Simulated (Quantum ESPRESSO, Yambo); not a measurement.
# A GW chain in Yambo: SnTe (Fm-3m), part 2 of 3

How does a plane-wave GW calculation on SnTe (Fm-3m) run from the first input to the gap?

Quantum ESPRESSO 7.5 and Yambo 5.3.0; PBE and many-body steps on it, plane waves. Known limits of the many-body steps: not at the basis limit; model gap, bands may invert with spin-orbit coupling; no spin-orbit coupling; coarse k mesh.

So far. Step 2 (Ground state): The gap is direct, at (0.000, 0.000, -0.500). Step 3 (Bands along the symmetry lines): The gap is 0.093 eV, as in the run before at this level.

The database entry behind the starting cell differs from later determinations by our own check (about 0.3 % short), so it need not match the best structure at ambient conditions.

## Step 4: Empty states on the mesh, 4×4×4 mesh, 165 bands

Level of this step: DFT, PBE, plane waves, norm-conserving pseudopotentials (Quantum ESPRESSO).

The sums over transitions need many empty states on a uniform mesh; this step solves for them.

The input, pw.in:

```
&control
  calculation = 'nscf'
  prefix = 'x'
  outdir = 'o'
  pseudo_dir = 'pseudo'
/
&system
  ibrav = 0
  nat = 2
  ntyp = 2
  ecutwfc = 88.0
  nbnd = 165
  force_symmorphic = .true.
/
&electrons
  conv_thr = 1e-9
  electron_maxstep = 80
  diago_full_acc = .true.
  diago_thr_init = 5e-6
/
ATOMIC_SPECIES
  Sn 118.71 Sn.upf
  Te 127.6 Te.upf
CELL_PARAMETERS angstrom
  -0.0000000000 3.1508500000 3.1508500000
  3.1508500000 -0.0000000000 3.1508500000
  3.1508500000 3.1508500000 -0.0000000000
ATOMIC_POSITIONS crystal
  Sn 0.0000000000 0.0000000000 0.0000000000
  Te 0.5000000000 0.5000000000 0.5000000000
K_POINTS automatic
  4 4 4 0 0 0
```

The run is started by

```
$ OMP_NUM_THREADS=1 mpirun -n 4 pw.x -nk 4 -in pw.in > pw.out
```

What it wrote:

```text
[banner, memory and clock lines left out]
Program PWSCF v.7.5 starts

     Atomic positions and unit cell read from directory:
     o/x.save/

     Message from routine setup:
     using ibrav=0 with symmetry is DISCOURAGED, use correct ibrav instead

     G-vector sticks info

     bravais-lattice index     =            0
     lattice parameter (alat)  =       8.4206  a.u.
     unit-cell volume          =     422.1918 (a.u.)^3
     number of atoms/cell      =            2
     number of atomic types    =            2
     number of electrons       =        46.00
     number of Kohn-Sham states=          165
     kinetic-energy cutoff     =      88.0000  Ry
     charge density cutoff     =     352.0000  Ry
     Exchange-correlation= PBE
                           (   1   4   3   4   0   0   0)

     celldm(1)=   8.420572  celldm(2)=   0.000000  celldm(3)=   0.000000
     celldm(4)=   0.000000  celldm(5)=   0.000000  celldm(6)=   0.000000

     crystal axes: (cart. coord. in units of alat)
               a(1) = (  -0.000000   0.707107   0.707107 )
               a(2) = (   0.707107  -0.000000   0.707107 )
               a(3) = (   0.707107   0.707107  -0.000000 )

     reciprocal axes: (cart. coord. in units 2 pi/alat)
               b(1) = ( -0.707107  0.707107  0.707107 )
               b(2) = (  0.707107 -0.707107  0.707107 )
               b(3) = (  0.707107  0.707107 -0.707107 )
     Pseudo is Norm-conserving + core correction, Zval = 22.0
     Generated using ONCVPSP code by D. R. Hamann
     Using radial grid of 1628 points,  6 beta functions with:
     Pseudo is Norm-conserving + core correction, Zval = 24.0
     Generated using ONCVPSP code by D. R. Hamann
     Using radial grid of 1294 points,  8 beta functions with:
     Sn               22.00   118.71000     Sn( 1.00)
     Te               24.00   127.60000     Te( 1.00)

     48 Sym. Ops., with inversion, found

   Cartesian axes

     site n.     atom                  positions (alat units)
         1        Sn     tau(   1) = (   0.0000000   0.0000000   0.0000000  )
         2        Te     tau(   2) = (   0.7071068   0.7071068   0.7071068  )

     number of k points=     8
                       cart. coord. in units 2pi/alat
        k(    1) = (   0.0000000   0.0000000   0.0000000), wk =   0.0312500
        k(    2) = (   0.1767767   0.1767767  -0.1767767), wk =   0.2500000
        k(    3) = (  -0.3535534  -0.3535534   0.3535534), wk =   0.1250000
[...]
k(    7) = (  -0.7071068   0.0000000   0.0000000), wk =   0.0937500
        k(    8) = (  -0.7071068   0.3535534   0.0000000), wk =   0.1875000

     Dense  grid:    47183 G-vectors     FFT dimensions: (  54,  54,  54)

     The potential is recalculated from file :
     o/x.save/charge-density

     Starting wfcs are   26 randomized atomic wfcs +  139 random wfcs

     Band Structure Calculation

     End of band structure calculation

          k = 0.0000 0.0000 0.0000 (  5961 PWs)   bands (ev):

  -148.3226-118.5147 -98.3463 -98.3463 -98.3463 -74.2890 -74.2890 -74.2890
   -25.6109 -25.6109 -25.6075 -25.6075 -25.6075 -10.4585 -10.4585 -10.4542
   -10.4542 -10.4542  -1.3370   6.7833   9.3285   9.3285   9.3285  14.8236
    14.8236  14.8236  16.2477  16.2477  16.2477  18.3126  18.3882  18.3882
[...]
[... 9 further rows ...]
[...]
97.7276  98.5412  98.5412  98.5412  98.7617

          k = 0.1768 0.1768-0.1768 (  5901 PWs)   bands (ev):

  -148.3226-118.5147 -98.3463 -98.3463 -98.3463 -74.2890 -74.2890 -74.2890
[...]
[... 9 further rows ...]
[...]
95.8768  97.5091  98.2359  98.9370  98.9370

          k =-0.3536-0.3536 0.3536 (  5900 PWs)   bands (ev):

  -148.3226-118.5147 -98.3463 -98.3463 -98.3463 -74.2890 -74.2890 -74.2890
[...]
52.3590  52.6671  54.3267  54.3267  54.7919  54.9574  54.9574  55.9153
     [... 9 further rows ...]
    95.1486  95.3919  95.4599  95.4599  95.5673  97.1703  97.1703  98.2508
    98.2508  98.8218  98.8218  99.1750  99.7797

          k = 0.3536 0.0000 0.0000 (  5862 PWs)   bands (ev):

     [... further k-points ...]

     highest occupied, lowest unoccupied level (ev):    11.4833   11.5768

     XML data file, pseudopotentials, collected wavefunctions
```

Elapsed: 25 s, on 4 MPI ranks of Arm Neoverse V1, shared host; peak memory 0.56 GiB.

This step gave:

| Quantity | Value |
| --- | --- |
| gap | 0.09347 eV |
| k of the valence top | 0, 0, -0.5 |
| k of the conduction bottom | 0, 0, -0.5 |
| least direct gap | 0.09347 eV |
| k points computed | 8 |
| lowest point of the top converged band, above the valence top | 87.2784 eV |

On this mesh the gap is 0.093 eV.

## Step 5: Conversion and set-up

This step: Yambo 5.3.0; conversion and set-up on PBE, plane waves, norm-conserving pseudopotentials.

The states are converted to the many-body program's format and the q mesh is built.

The run is started by

```
$ (cd o/x.save; p2y > p2y.log; mv SAVE ../..); yambo > setup.log
```

What it wrote:

```text
 Yambo, version 5.3.0

 [02] CORE Variables Setup
 =========================

  [02.01] Unit cells
  ==================

  Cell kind             :  FCC
  Atoms in the cell     :  Sn  Te
  number of Sn atoms    :  1
  number of Te atoms    :  1

  List of atomic masses
  Mass of Sn    :  118.7100
  Mass of Te    :  127.6000

  List of atomic coordinates    : [cc]
  Sn1       :  0.000000  0.000000  0.000000  order 1
  Te1       :  5.954244  5.954244  5.954244  order 2

  Alat factors          :  5.954244  5.954244  5.954244 [a.u.]
  Direct lattice volume :  422.1918 [a.u.]
  Direct lattice vectors:  A[ 1 ]  A[ 2 ]  A[ 3 ]
   A[ 1 ]: -0.000000  1.000000  1.000000  [iru]
  -0.000000  5.954244  5.954244  [cc]
   A[ 2 ]:  1.000000 -0.000000  1.000000  [iru]
   5.954244 -0.000000  5.954244  [cc]
   A[ 3 ]:  1.000000  1.000000 -0.000000  [iru]
   5.954244  5.954244 -0.000000  [cc]

  Recip. lattice volume :  0.587530 [a.u.]
  Recip. lattice vectors:  B[ 1 ]  B[ 2 ]  B[ 3 ]
   B[ 1 ]: -0.500000  0.500000  0.500000  [iku]
  -0.527622  0.527622  0.527622  [cc]
   B[ 2 ]:  0.500000 -0.500000  0.500000  [iku]
   0.527622 -0.527622  0.527622  [cc]
   B[ 3 ]:  0.500000  0.500000 -0.500000  [iku]
   0.527622  0.527622 -0.527622  [cc]

  [02.02] Symmetries
  ==================

  Inversion symmetry    : yes
  Spatial inversion     : yes
  Inversion index       :  25
  K-space Time-reversal : no
  Magnetic symmetries   : no
  Group table correct   : yes
  Symmetries units      :  [cc]

   [S  1]:   1.0000     -0.33839E-16 -0.33839E-16 -0.33839E-16   1.0000      0.33839E-16  0.33839E-16  0.33839E-16   1.0000
   [S  2]:  -1.0000      0.33839E-16 -0.33839E-16  0.33839E-16  -1.0000      0.33839E-16 -0.33839E-16 -0.33839E-16   1.0000
   [S  3]:  -1.0000     -0.33839E-16  0.33839E-16  0.33839E-16   1.0000     -0.33839E-16 -0.33839E-16  0.33839E-16  -1.0000
[...]
[... 36 further rows ...]
   [S 47]: -0.33839E-16   1.0000      0.33839E-16  0.33839E-16 -0.33839E-16  -1.0000       1.0000      0.33839E-16 -0.33839E-16
   [S 48]: -0.33839E-16  -1.0000     -0.33839E-16  0.33839E-16  0.33839E-16   1.0000       1.0000     -0.33839E-16  0.33839E-16

  [02.03] Reciprocal space
  ========================

  nG shells         :   424
  nG charge         :   47183
  nG WFs            :   7025
  nC WFs            :   5961
  G-vecs. in first 42 shells:  [ Number ]
     1    9   15   27   51   59   65   89  113
    137   169   181   229   259   283   307   331   339
    387   411   459   531   537   561   609   645   701
[...]
1139  1211  1243  1291  1363  1411
  ...
  Shell energy in first 42 shells:  [ mHa ]
[...]
7098.83      7238.02      7794.79      8212.37      8908.33      9325.91      9465.11      10021.9      10439.5
    10578.6      11135.4      11553.0      11692.2      12249.0      12666.5      13362.5      13780.1      13919.3
[...]
BZ  K-points                                      :   64

  K/Q-points units:
  rlu = crystal or reduced units; cc = cartesian coordinates; iku = interal k-units

  K [1]          [rlu]:  0.000000  0.000000  0.000000
         WF components:   5961
  K [2]          [rlu]: -0.66760E-18 -0.66760E-18  0.25000
         WF components:   5901
  K [3]          [rlu]:  0.13352E-17  0.13352E-17 -0.50000
         WF components:   5900
  K [4]          [rlu]:  0.24960E-17  0.25000      0.25000
         WF components:   5862
  K [5]          [rlu]: -0.27206E-16  0.25000     -0.50000
         WF components:   5867
  [... 2 further k-points ...]
  K [8]          [rlu]:  0.250000 -0.500000 -0.250000
         WF components:   5876

  [02.05] Energies & Occupations
  ==============================

  [X] === General ===
  [X] Electronic Temperature                        :  0.000000  0.000000 [eV K]
  [X] Bosonic    Temperature                        :  0.000000  0.000000 [eV K]
  [X] Finite Temperature mode                       : no
  [X] El. density                                   :  0.73527E+24 [cm-3]
  [X] Fermi Level                                   :  11.48335 [eV]

  [X] === Gaps and Widths ===
  [X] Conduction Band Min                           :  0.093469 [eV]
  [X] Valence Band Max                              :  0.000000 [eV]
  [X] Filled Bands                                  :  23
  [X] Empty Bands                                   :   24  165
  [X] Direct Gap                                    :  0.093469 [eV]
  [X] Direct Gap localized at k                     :  3
  [X] Indirect Gap                                  :  0.093469 [eV]
  [X] Indirect Gap between kpts                     :  3  3
  [X] Last valence band width                       :  3.754438 [eV]
  [X] 1st conduction band width                     :  3.246796 [eV]

  E @ K [1]:  [eV]
  -159.8060 -129.9981 -109.8296 -109.8296 -109.8296  -85.7723  -85.7723  -85.7723
  -37.09420 -37.09420 -37.09082 -37.09082 -37.09082 -21.94186 -21.94186 -21.93756
  -21.93756 -21.93756 -12.82031  -4.70001  -2.15487  -2.15487  -2.15487   3.34027
[...]
occ @ K [1]
[...]
E @ K [2]:  [eV]
[...]
occ @ K [2]
[...]
E @ K [3]:  [eV]
[...]
occ @ K [3]
[...]
E @ K [4]:  [eV]
[...]
occ @ K [4]
[...]
E @ K [5]:  [eV]
[...]
occ @ K [5]
[...]
[... 2 further k-points ...]
  E @ K [8]:  [eV]
[...]
occ @ K [8]
[...]
0.000000  0.000000  0.000000  0.000000  0.000000  0.000000  0.000000  0.000000
   0.000000  0.000000  0.000000  0.000000  0.000000  0.000000  0.000000  0.000000

 [03] Transferred momenta grid and indexing
 ==========================================

 IBZ Q-points                                      :   8
 BZ  Q-points                                      :   64

 K/Q-points units:
 rlu = crystal or reduced units; cc = cartesian coordinates; iku = interal k-units

 Q [1]          [rlu]:  0.000000  0.000000  0.000000
 Q [2]          [rlu]:  0.78548E-18  0.78548E-18  0.25000
 Q [3]          [rlu]: -0.15710E-17 -0.15710E-17 -0.50000
[...]
Q [7]          [rlu]: -0.49919E-17 -0.50000     -0.50000
 Q [8]          [rlu]:  0.250000 -0.500000 -0.250000

  [03.01] X indexes
  =================

   [03.01.01] Sigma indexes
   ========================

 [06] Game Over & Game summary
```

Run time: 3.3 s. Hardware: 1 MPI rank; peak memory 0.26 GiB.

(Continued in part 3 of 3.)

[Paths, hosts, dates, memory and timing lines, banners, echoed tables and standing remarks are left out of the program output.]

[Logs are printed without paths, hosts, clocks, repeated set-up lines and the standing remarks that a program may print on its own settings, such as how far it seeks lower states.]

[Runs of the session that timed out or met a known fault of the program may be left out.]

[Hosts, paths, dates, database ids (printed as entryN), source tags and the programs' standing remarks are cut or masked in the printed files.]
